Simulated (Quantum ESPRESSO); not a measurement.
# Mo (Im-3m): phonons and their coupling to the electrons, part 3 of 3

How strong is the electron-phonon coupling in Mo (Im-3m)?

Quantum ESPRESSO 7.5; DFT PBEsol, scalar-relativistic, plane waves, PseudoDojo norm-conserving pseudopotentials.

So far. Step 7 (Phonons on a q mesh): The acoustic modes at Γ come out as far as 8.4 cm⁻¹ from zero, where they should vanish, a small numerical error. Step 9 (Interpolated phonon bands): All branches are real along the path. The relaxed cell has a = 3.130 Å (conventional setting).

## (10) Sums over the zone

Sums over the zone need many more wavevectors than were solved, so the interpolation is sampled on a dense mesh.

File matdyn.in:

```
&input
   asr = 'crystal'
   flfrc = 'x.fc'
   dos = .true.
   fldos = 'x.dos'
   nk1 = 20
   nk2 = 20
   nk3 = 20
   deltaE = 0.3
   la2F = .true.
/
```

Command:

```
$ matdyn.x -in matdyn.in > matdyn.out
```

Numbers of over 12 decimals in the logs are rounded to 6 here.

Output:

```text
[banner, memory and clock lines left out]
Program MATDYN v.7.5

 mass for atomic type   1 not given; uses mass from file x.fc
 Norm of the difference between old and new effective charges:    0.000000

 Norm of the difference between old and new force-constants:   0.00011

     Message from routine matdyn:
     Z* not found in file x.fc, TO-LO splitting at q=0 will be absent!
 Norm of the difference between old and new effective charges:    0.000000

 Norm of the difference between old and new force-constants:   1.66926e-05

 Norm of the difference between old and new effective charges:    0.000000

 Norm of the difference between old and new force-constants:   2.09643e-05

 Norm of the difference between old and new effective charges:    0.000000

 Norm of the difference between old and new force-constants:   2.99363e-05

 Norm of the difference between old and new effective charges:    0.000000

 Norm of the difference between old and new force-constants:   4.33835e-05

 Norm of the difference between old and new effective charges:    0.000000

 Norm of the difference between old and new force-constants:   6.60691e-05

 Norm of the difference between old and new effective charges:    0.000000

 Norm of the difference between old and new force-constants:   0.000101435

 Norm of the difference between old and new effective charges:    0.000000

 Norm of the difference between old and new force-constants:   0.000149714

 Norm of the difference between old and new effective charges:    0.000000

 Norm of the difference between old and new force-constants:   0.000211864

 Norm of the difference between old and new effective charges:    0.000000

 Norm of the difference between old and new force-constants:   0.00029295

 Norm of the difference between old and new effective charges:    0.000000

 Norm of the difference between old and new force-constants:   0.000402245

Note: The following floating-point exceptions are signalling: IEEE_UNDERFLOW_FLAG
```

Elapsed: 48 s, on 1 thread of Arm Neoverse V1, shared host.

Read from the output:

```yaml
share_of_modes_beyond_3i_cm_minus1_on_the_dense_interpolated_mesh: 0
electron_phonon_coupling_constant: 0.5148
logarithmic_mean_frequency_weighted_by_the_coupling: 274.4 K
zero_point_energy_per_atom: 36.27 meV
heat_capacity_at_300_k: 23.13 J/(mol atoms K)
vibrational_entropy_at_300_k: 28.29 J/(mol atoms K)
```

Tetrahedra. Phonon density of states against wavenumber; read off at these points:

```
wavenumber (cm⁻¹)  phonon density of states (1/cm⁻¹/cell)
              5.0                                       0
             10.0                                  1.0e-5
             15.0                                  3.0e-5
             20.0                                  5.1e-5
             25.0                                  7.9e-5
             30.0                                  1.9e-4
             35.0                                  2.6e-4
             40.0                                  3.6e-4
             45.0                                  4.6e-4
             50.0                                  6.2e-4
             55.0                                  7.6e-4
             60.0                                  9.0e-4
             65.0                                 0.00109
             70.0                                 0.00129
             75.0                                 0.00151
             80.0                                 0.00176
             85.0                                 0.00201
             90.0                                 0.00232
             95.0                                 0.00269
            100.0                                 0.00303
            105.0                                 0.00345
            110.0                                 0.00391
            115.0                                 0.00449
            120.0                                 0.00508
            125.0                                 0.00574
            130.0                                 0.00661
            135.0                                 0.00755
            140.0                                 0.00867
            145.0                                  0.0102
            150.0                                  0.0123
            155.0                                  0.0164
            160.0                                  0.0179
            165.0                                  0.0190
            170.0                                  0.0202
            175.0                                  0.0218
            180.0                                  0.0238
            185.0                                  0.0265
            190.0                                  0.0306
            195.0                                  0.0298
            200.0                                  0.0348
            205.0                                  0.0389
            210.0                                  0.0301
            215.0                                  0.0221
            220.0                                  0.0195
            225.0                                  0.0129
            230.0                                  0.0137
            235.0                                  0.0160
            240.0                                  0.0199
            245.0                                  0.0237
            250.0                                  0.0288
            253.8                                  0.0356
            255.0                                  0.0275
            260.0                                  0.0114
            265.0                                 0.00714
            270.0                                 0.00134
```

Harmonic thermodynamic functions per atom, summed over the density of states scaled to three modes an atom; melting is ignored. Thermodynamic functions:

```csv
T (K),F_vib (meV/atom),S (J/mol-atom/K),C_V (J/mol-atom/K)
0,36.27,0,0
50,36.14,1.141,3.725
100,34.17,6.931,13.53
200,20.31,19.27,21.12
300,-4.59,28.29,23.13
400,-37.57,35.07,23.9
500,-76.8,40.45,24.27
600,-121.1,44.89,24.47
700,-169.6,48.67,24.6
800,-221.8,51.96,24.68
900,-277.2,54.87,24.73
1000,-335.4,57.48,24.77
```

λ by broadening:

```
broadening (Ry)  lambda  N(E_F) (states/spin/Ry/cell)  ω_log (K)
          0.005  0.4627                         4.158      269.9
           0.01  0.5302                         4.264      278.1
          0.015   0.534                         4.365      276.8
           0.02  0.5148                         4.374      274.4
          0.025  0.4998                         4.377      272.6
           0.03  0.4922                         4.398      271.4
          0.035  0.4896                         4.434      270.7
           0.04  0.4898                         4.479      270.3
          0.045  0.4917                         4.533        270
           0.05  0.4951                         4.597      269.8
```

The alpha^2 F has structure finer than the step of the table below, so its rows give means over 1 meV, whole bins alone (the curve runs from 0.019 to 33.6 meV). Peaks (meV: height): 23.6: 0.904, 31.5: 0.534.

Gaussian broadening 0.02 Ry. The alpha^2 F by phonon energy; means over each step:

phonon energy (meV), alpha^2 F and a bar from the least value:
```
        3      0.000 
        4      0.000 
        5      0.000 
        6      0.000 
        7     -0.001 
        8     -0.001 
        9     -0.001 
       10      0.000 
       11      0.000 
       12      0.002 
       13      0.006 
       14      0.012 #
       15      0.022 #
       16      0.041 ##
       17      0.072 ###
       18      0.133 ######
       19      0.304 #############
       20      0.409 #################
       21      0.434 ##################
       22      0.492 #####################
       23      0.651 ############################
       24      0.709 ##############################
       25      0.587 #########################
       26      0.480 ####################
       27      0.338 ##############
       28      0.226 ##########
       29      0.247 ##########
       30      0.302 #############
       31      0.411 #################
       32      0.211 #########
       33      0.076 ###
```

At 300 K the heat capacity has reached 93 % of the Dulong-Petit value.

## (11) Check by a frozen phonon

The atoms are moved along one mode, by 0.015 Å at most in any Cartesian component, and the restoring forces give its frequency without the response code: a check of the response kernel of this functional.

File frozen.in:

```
&control
   calculation = 'scf'
   prefix = 'x'
   outdir = './tmp'
   pseudo_dir = './pseudo'
   tprnfor = .true.
/
&system
   ibrav = 0
   nat = 2
   ntyp = 1
   ecutwfc = 80.0
   occupations = 'smearing'
   smearing = 'mv'
   degauss = 0.02
/
&electrons
   conv_thr = 1.0d-11
   mixing_beta = 0.7
   electron_maxstep = 100
/
ATOMIC_SPECIES
 Mo     95.9500  Mo.upf
CELL_PARAMETERS angstrom
    -3.130395628    3.130395628    3.130395628
     1.565197814   -1.565197814    1.565197814
     1.565197814    1.565197814   -1.565197814
ATOMIC_POSITIONS crystal
 Mo    -0.003388262  -0.003388262  -0.003388262
 Mo     0.503388262   0.003388262   0.003388262
K_POINTS automatic
 8 16 16 0 0 0
```

Command:

```
$ OMP_NUM_THREADS=1 mpirun -n 4 pw.x -nk 4 -in frozen.in > frozen.out
```

Output:

```text
[banner, memory and clock lines left out]
Program PWSCF v.7.5

     Message from routine setup:
     using ibrav=0 with symmetry is DISCOURAGED, use correct ibrav instead

     G-vector sticks info

     bravais-lattice index     =            0
     lattice parameter (alat)  =      10.2461  a.u.
     unit-cell volume          =     207.0114 (a.u.)^3
     number of atoms/cell      =            2
     number of atomic types    =            1
     number of electrons       =        28.00
     number of Kohn-Sham states=           18
     kinetic-energy cutoff     =      80.0000  Ry
     charge density cutoff     =     320.0000  Ry
     scf convergence threshold =      1.0E-11
     mixing beta               =       0.7000
     number of iterations used =            8  plain     mixing
     Exchange-correlation= PBESOL
                           (   1   4  10   8   0   0   0)

     celldm(1)=  10.246103  celldm(2)=   0.000000  celldm(3)=   0.000000
     celldm(4)=   0.000000  celldm(5)=   0.000000  celldm(6)=   0.000000

     crystal axes: (cart. coord. in units of alat)
               a(1) = (  -0.577350   0.577350   0.577350 )
               a(2) = (   0.288675  -0.288675   0.288675 )
               a(3) = (   0.288675   0.288675  -0.288675 )

     reciprocal axes: (cart. coord. in units 2 pi/alat)
               b(1) = ( -0.000000  0.866025  0.866025 )
               b(2) = (  1.732051 -0.000000  1.732051 )
               b(3) = (  1.732051  1.732051  0.000000 )

     PseudoPot. # 1 for Mo read from file:
     ./pseudo/Mo.upf
     Pseudo is Norm-conserving + core correction, Zval = 14.0
     Using radial grid of 1640 points,  6 beta functions with:
                l(1) =   0
                l(2) =   0
                l(3) =   1
                l(4) =   1
                l(5) =   2
                l(6) =   2

     atomic species   valence    mass     pseudopotential
     Mo               14.00    95.95000     Mo( 1.00)

      8 Sym. Ops., with inversion, found ( 4 have fractional translation)

   Cartesian axes

     site n.     atom                  positions (alat units)
         1        Mo     tau(   1) = (  -0.0000000  -0.0019562  -0.0019562  )
         2        Mo     tau(   2) = (  -0.2886751   0.2906313   0.2906313  )

     number of k points=   333  Marzari-Vanderbilt smearing, width (Ry)=  0.0200

     Number of k-points >= 100: set verbosity='high' to print them.

     Dense  grid:    20061 G-vectors     FFT dimensions: (  60,  30,  30)

     Initial potential from superposition of free atoms

     starting charge      27.9974, renormalised to      28.0000
     Starting wfcs are   20 randomized atomic wfcs

     per-process dynamical memory:    75.0 Mb

     Self-consistent Calculation

     iteration #  1     ecut=    80.00 Ry     beta= 0.70
     Davidson diagonalization with overlap
     ethr =  1.00E-02,  avg # of iterations =  2.4

     Threshold (ethr) on eigenvalues was too large:
     Diagonalizing with lowered threshold

     Davidson diagonalization with overlap
     ethr =  7.52E-04,  avg # of iterations =  2.1

     total energy              =    -281.04474950 Ry
     estimated scf accuracy    <       0.24270484 Ry

     iteration #  2     ecut=    80.00 Ry     beta= 0.70
     Davidson diagonalization with overlap
     ethr =  8.67E-04,  avg # of iterations =  2.0

     total energy              =    -281.10128745 Ry
     estimated scf accuracy    <       0.01714568 Ry

     iteration #  3     ecut=    80.00 Ry     beta= 0.70
     Davidson diagonalization with overlap
     ethr =  6.12E-05,  avg # of iterations =  2.1

     total energy              =    -281.10400497 Ry
     estimated scf accuracy    <       0.00040583 Ry

     iteration #  4     ecut=    80.00 Ry     beta= 0.70
     Davidson diagonalization with overlap
     ethr =  1.45E-06,  avg # of iterations =  4.5

     total energy              =    -281.10408216 Ry
     estimated scf accuracy    <       0.00027507 Ry

     iteration #  5     ecut=    80.00 Ry     beta= 0.70
     Davidson diagonalization with overlap
     ethr =  9.82E-07,  avg # of iterations =  2.0

     total energy              =    -281.10412486 Ry
     estimated scf accuracy    <       0.00001117 Ry

     iteration #  6     ecut=    80.00 Ry     beta= 0.70
     Davidson diagonalization with overlap
     ethr =  3.99E-08,  avg # of iterations =  3.7

     total energy              =    -281.10412967 Ry
     estimated scf accuracy    <       0.00000298 Ry

     iteration #  7     ecut=    80.00 Ry     beta= 0.70
     Davidson diagonalization with overlap
     ethr =  1.06E-08,  avg # of iterations =  2.0

     total energy              =    -281.10412996 Ry
     estimated scf accuracy    <       0.00000014 Ry

     iteration #  8     ecut=    80.00 Ry     beta= 0.70
     Davidson diagonalization with overlap
     ethr =  5.15E-10,  avg # of iterations =  4.0

     total energy              =    -281.10413003 Ry
     estimated scf accuracy    <       0.00000001 Ry

     iteration #  9     ecut=    80.00 Ry     beta= 0.70
     Davidson diagonalization with overlap
     ethr =  3.70E-11,  avg # of iterations =  2.8

     total energy              =    -281.10413003 Ry
     estimated scf accuracy    <          6.5E-10 Ry

     iteration # 10     ecut=    80.00 Ry     beta= 0.70
     Davidson diagonalization with overlap
     ethr =  2.32E-12,  avg # of iterations =  3.3

     total energy              =    -281.10413003 Ry
     estimated scf accuracy    <          2.4E-11 Ry

     iteration # 11     ecut=    80.00 Ry     beta= 0.70
     Davidson diagonalization with overlap
     ethr =  1.00E-13,  avg # of iterations =  3.6

     End of self-consistent calculation

     Number of k-points >= 100: set verbosity='high' to print the bands.

     the Fermi energy is    21.7114 ev

!    total energy              =    -281.10413003 Ry
     estimated scf accuracy    <          8.6E-13 Ry
     smearing contrib. (-TS)   =      -0.00017443 Ry
     internal energy E=F+TS    =    -281.10395560 Ry

     The total energy is F=E-TS. E is the sum of the following terms:
     one-electron contribution =     -33.82270972 Ry
     hartree contribution      =      34.87152428 Ry
     xc contribution           =     -41.02984887 Ry
     ewald contribution        =    -241.12292129 Ry

     convergence has been achieved in  11 iterations

     Forces acting on atoms (cartesian axes, Ry/au):

     atom    1 type  1   force =    -0.00000000    0.01069640    0.01069640
     atom    2 type  1   force =     0.00000000   -0.01069640   -0.01069640

     Total force =     0.021393     Total SCF correction =     0.000006

     XML data file, charge density, pseudopotentials, collected wavefunctions
```

Wall time 78 s (4 MPI ranks); 5.2 min of CPU time.

Read from the output:

- frequency from the forces: 271.1 cm⁻¹
- frequency from linear response: 270.9 cm⁻¹

The forces give 271.1 cm⁻¹ against 270.9 cm⁻¹ from linear response.

## (12) What came out

```
space group after relaxation                                       : Im-3m
volume per atom                                                    : 15.3 Å³
q mesh                                                             : 4×4×4
lowest mode on the q mesh (acoustic ones at the zone centre apart) : 116.2 cm⁻¹
zero-point energy per atom                                         : 36.3 meV
heat capacity at 300 K                                             : 23.1 J/(mol atoms K)
vibrational entropy at 300 K                                       : 28.3 J/(mol atoms K)
coupling constant for broadenings of 0.01 to 0.04 Ry               : 0.49 to 0.53
logarithmic mean frequency over the same range                     : 270 to 278 K
imaginary modes on the q mesh                                      : none
```

In words: λ is about 0.51 and holds within 15 % over the middle broadenings, a moderate coupling. Mo (Im-3m) is dynamically stable on the 4×4×4 mesh; its spectrum reaches 271 cm⁻¹. These are harmonic frequencies at zero temperature: anharmonic shifts and linewidths and thermal expansion are left out. In a metal the frequencies hang on the k mesh and the smearing, most of all near Kohn anomalies.

[Host names and launcher messages were left out of these logs when they were recorded.]

[Logs are printed without paths, hosts, clocks, repeated set-up lines and the standing remarks that a program may print on its own settings, such as how far it seeks lower states.]

[Hosts, paths, dates, database ids (printed as entryN), source tags and the programs' standing remarks are cut or masked in the printed files.]
